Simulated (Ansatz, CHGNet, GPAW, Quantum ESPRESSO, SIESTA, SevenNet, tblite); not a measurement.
# SIESTA on amorphous Si0.9Ge0.1 (71 atoms): settings against a plane-wave reference, part 2 of 2

Wanted: SIESTA inputs and outputs for amorphous Si0.9Ge0.1 (71 atoms), checked against a plane-wave reference.

Program: SIESTA 5.4.2; the method stands at each step. Banners, paths, timers and routine set-up lines are dropped from the logs unmarked, and long logs keep their key lines alone; longer cuts are marked. The potentials were converted by us to PSML.

So far. Step 2 (PBE, DZP, shift 0.01 Ry, mesh 300 Ry): Forces lie 11 % from the reference's, at 6.6 times its CPU time (on 1 against 4 cores). Step 3 (PBE, DZP, shift 0.02 Ry, mesh 300 Ry): Against the first run (11 %), the force difference from the reference is 16 %, at 0.69 times the CPU time.

## Step 4: PBE, DZ, shift 0.01 Ry, mesh 300 Ry

Method: Kohn-Sham DFT, PBE, PseudoDojo 0.4.1 norm-conserving pseudopotentials (converted to PSML), numerical atomic orbitals (DZ), diagonalisation.

The input, input.fdf:

```
SystemLabel cell
NumberOfAtoms 71
NumberOfSpecies 2
%block ChemicalSpeciesLabel
  1 14 Si
  2 32 Ge
%endblock ChemicalSpeciesLabel
LatticeConstant 1.0 Ang
%block LatticeVectors
  11.46160 0.00000 0.00000
  0.00000 11.46160 0.00000
  0.00000 0.00000 11.46160
%endblock LatticeVectors
PAO.BasisSize DZ
PAO.EnergyShift 0.01 Ry
XC.Functional GGA
XC.Authors PBE
MeshCutoff 300 Ry
%block kgrid_Monkhorst_Pack
  1 0 0 0.0
  0 1 0 0.0
  0 0 1 0.0
%endblock kgrid_Monkhorst_Pack
SolutionMethod diagon
OccupationFunction FD
ElectronicTemperature 580 K
SCF.Mixer.Method Pulay
SCF.Mixer.Weight 0.05
SCF.Mixer.History 8
SCF.Mix Hamiltonian
MaxSCFIterations 300
SCF.DM.Tolerance 1e-04
SCF.H.Tolerance 1.0e-3 eV
WriteForces T
Write.HirshfeldPop T
Write.VoronoiPop T
Write.DM F
Write.H F
XML.Write F
AtomicCoordinatesFormat Fractional
%block AtomicCoordinatesAndAtomicSpecies
[... 71 atom lines left out: the same atoms as in the first run ...]
%endblock AtomicCoordinatesAndAtomicSpecies
```

Started as:

```console
OMP_NUM_THREADS=1 siesta < input.fdf > output.txt
```

What it wrote:

```text
Version         : 5.4.2
reinit: System Name:
reinit: System Label: cell
initatom: Reading input for the pseudopotentials and atomic orbitals ----------
Species number:   1 Atomic number:   14 Label: Si
Species number:   2 Atomic number:   32 Label: Ge
Ground state valence configuration (from tables):   3s02  3p02  3d00  4f00
Ground state valence configuration (from tables):   4s02  4p02  4d00  4f00
---- Processing specs for species: Si
GGA--PBE XC_GGA_X_PBE--XC_GGA_C_PBE pb
---- Processing specs for species: Ge
GGA--PBE XC_GGA_X_PBE--XC_GGA_C_PBE pb
Semicore shell(s) with 10 electrons included in the valence for Ge
Semicore shell(s): 3d
Ge pseudopotential only contains V_ls up to l=2 -- lmxkb reset.
Using PAO.SplitTailNorm
%block ChemicalSpeciesLabel
[... lines left out ...]
Total number of electrons:   354.000000
[... lines left out ...]
stepf: Fermi-Dirac step function
        iscf     Eharris(eV)        E_KS(eV)     FreeEng(eV)     dDmax    Ef(eV) dHmax(eV)
[... lines left out ...]
SCF Convergence by DM+H criterion
[... lines left out ...]
SCF cycle converged after 18 iterations
[... lines left out ...]
   Max    2.464730
[... lines left out ...]
   Max    2.464730    constrained
Stress tensor Voigt[x,y,z,yz,xz,xy] (kbar):      -43.44      -41.68      -50.53        1.35        7.28        0.48
[... lines left out ...]
siesta: DEna    =       134.755480
siesta: DUscf   =         4.039933
siesta: Ex      =     -6270.523564
siesta: Ec      =      -547.204162
siesta: Exc     =     -6817.727727
siesta: Eharris =    -24299.508772
siesta: Etot    =    -24299.508763
siesta: FreeEng =    -24299.703409
siesta: Final energy (eV):
siesta:  Band Struct. =   -4603.751080
siesta:       Kinetic =   15459.279873
siesta:       Hartree =    9056.138590
siesta:         Exch. =   -6270.523564
siesta:         Corr. =    -547.204162
siesta:   Exch.-corr. =   -6817.727727
siesta:  Ion-electron =  -32629.136747
siesta:       Ion-ion =   -9368.062753
siesta:         Total =  -24299.508763
siesta:         Fermi =      -3.905480
siesta: Stress tensor (static) (eV/Ang**3):
siesta:    -0.027115    0.000298    0.004544
siesta:     0.000298   -0.026018    0.000842
siesta:     0.004544    0.000842   -0.031539
siesta: Cell volume =       1505.690616 Ang**3
siesta: Pressure (static):
siesta:                Solid            Molecule  Units
siesta:           0.00030740          0.00031052  Ry/Bohr**3
siesta:           0.02822399          0.02851036  eV/Ang**3
siesta:          45.21981815         45.67863142  kBar
    Orbital volume contribution        =          36.280898 eV
    (Free)E + p_basis*V_orbitals       =      -24263.422510 eV
    (Free)Eharris+ p_basis*V_orbitals  =      -24263.422519 eV
Hirshfeld Atomic Populations:
Atom #   charge [q] valence [e]  Species
     1    -0.008661    4.008661  Si
     2    -0.006456    4.006456  Si
     3    -0.011826    4.011826  Si
[...]
65     0.025650   13.974350  Ge
    66     0.066074   13.933926  Ge
    67     0.014659   13.985341  Ge
[...]
--------------------
 Total    -0.000013
Voronoi Atomic Populations:
Atom #   charge [q] valence [e]  Species
[...]
63    -0.035346    4.035346  Si
    64    -0.006754    4.006754  Si
[...]
70     0.054675   13.945325  Ge
    71     0.033037   13.966963  Ge
--------------------
 Total    -0.000013
```

It took 1.8 min on 1 thread of Arm Neoverse V2, shared host; peak memory 0.78 GiB.

Compared with the plane-wave run:

| Property | Result |
| --- | --- |
| r.m.s. force component | 0.6111 eV/Å |
| r.m.s. difference of force components | 205 meV/Å |
| longest difference of force vectors | 724.6 meV/Å |
| force difference over r.m.s. force | 40.99 % |
| slope of forces against the reference's | 1.162 |
| correlation of force components | 0.9514 |
| pressure | 4.522 GPa |
| pressure difference | 5.934 GPa |

This is a coarse setting, run to see what it loses.

Against the first run (11 %), the force difference from the reference is 41 %, at 0.35 times the CPU time, with 603 basis functions against 958: the smaller basis costs accuracy.

## Step 5: The ladder

Differences are against the plane-wave reference, forces as r.m.s. over components; share is that over the reference's r.m.s. force, slope the least-squares factor from reference forces to these. Total energies of different programs have different zeros and aren't compared.

| run | Δ force, r.m.s. (meV/Å) | share (%) | slope | Δ pressure (GPa) | cores | CPU time | memory (GiB) |
| --- | --- | --- | --- | --- | --- | --- | --- |
| reference | - | - | - | - | 4 | 46 s | 1.5 |
| SIESTA PBE, DZP, shift 0.01 Ry, mesh 300 Ry | 54.6 | 10.9 | 1.047 | 0.522 | 1 | 5 min | 1.3 |
| SIESTA PBE, DZP, shift 0.02 Ry, mesh 300 Ry | 78.5 | 15.7 | 1.043 | -0.449 | 1 | 3.5 min | 1.1 |
| SIESTA PBE, DZ, shift 0.01 Ry, mesh 300 Ry (coarse) | 205 | 41.0 | 1.162 | 5.93 | 1 | 1.8 min | 0.78 |

Rows marked coarse were listed beforehand as settings not expected to be converged; some can still land near the reference.

CPU time is summed over cores on a shared host, where runs went side by side, so it is rough. Symmetry, cutoffs, thresholds, outputs and thread counts weren't matched or tuned between programs; memory under MPI is the largest rank's times the ranks.

Mean charges by element (e), by run and scheme:

| run | scheme | Si | Ge |
| --- | --- | --- | --- |
| reference | Löwdin | +0.05 | 0.00 |
| SIESTA PBE, DZP, shift 0.01 Ry, mesh 300 Ry | Hirshfeld | -0.01 | +0.05 |
| SIESTA PBE, DZP, shift 0.02 Ry, mesh 300 Ry | Hirshfeld | -0.01 | +0.05 |

The reference's Löwdin charges lack the electrons that the projection spills, 0.048 e an atom on average.

A second geometry, displaced anew (every atom was moved at random, 0.06 Å r.m.s. a Cartesian component), gives an energy difference that all programs can be tested on. The reference puts it at 36.33 meV/atom.

```
                                        run  energy less the first geometry's (meV/atom)  error (meV/atom)  force share at the second geometry (%)
SIESTA PBE, DZP, shift 0.01 Ry, mesh 300 Ry                                        38.40              2.07                                    7.96
SIESTA PBE, DZP, shift 0.02 Ry, mesh 300 Ry                                        38.50              2.17                                    10.2
 SIESTA PBE, DZ, shift 0.01 Ry, mesh 300 Ry                                        42.40              6.07                                    30.1
```

## Step 6: What came out

| Quantity | Value |
| --- | --- |
| nearest in forces | SIESTA PBE, DZP, shift 0.01 Ry, mesh 300 Ry, 11 % |
| its CPU time | 5 min |

In words: The PBE runs in local orbitals, coarse settings apart, differ by 11 % (SIESTA PBE, DZP, shift 0.01 Ry, mesh 300 Ry) to 16 % (SIESTA PBE, DZP, shift 0.02 Ry, mesh 300 Ry); basis, grid and potentials can all enter. Runs with settings chosen to be coarse differ by 41 % (SIESTA PBE, DZ, shift 0.01 Ry, mesh 300 Ry), their programs' other errors included. None of the electronic-structure runs in the table takes under half the reference's CPU time of 46 s; they take 2.3 to 6.6 times as much. In pressure, SIESTA PBE, DZ, shift 0.01 Ry, mesh 300 Ry misses by +5.9 GPa, at the same functional. Charges hang on scheme and program or settings: among these rows the mean for Si runs from -0.01 to +0.05 e. The energy difference between the two geometries, 36.3 meV/atom in the reference, is met best by SIESTA PBE, DZP, shift 0.01 Ry, mesh 300 Ry (+2.07) and worst by SIESTA PBE, DZ, shift 0.01 Ry, mesh 300 Ry (coarse) (+6.07). The quench rate of 100 K/ps is many orders above laboratory rates, so the cell is likely richer in defects and strain than a real sample. The network of bonds at the start is that of the classical potential that made the cell, and needn't be the one that DFT or experiment would give. The electronic-structure runs sample only Γ, in a cell whose shortest periodic width is 11 Å, which is coarse for a cell with partly filled levels.

[Also dropped from logs without a mark: logging warnings of Python, and SIESTA's first energy breakdown and zero terms.]

[Logs are printed without paths, hosts, clocks, repeated set-up lines and the standing remarks that a program may print on its own settings, such as how far it seeks lower states.]

[Hosts, paths, dates, database ids (printed as entryN), source tags and the programs' standing remarks are cut or masked in the printed files.]
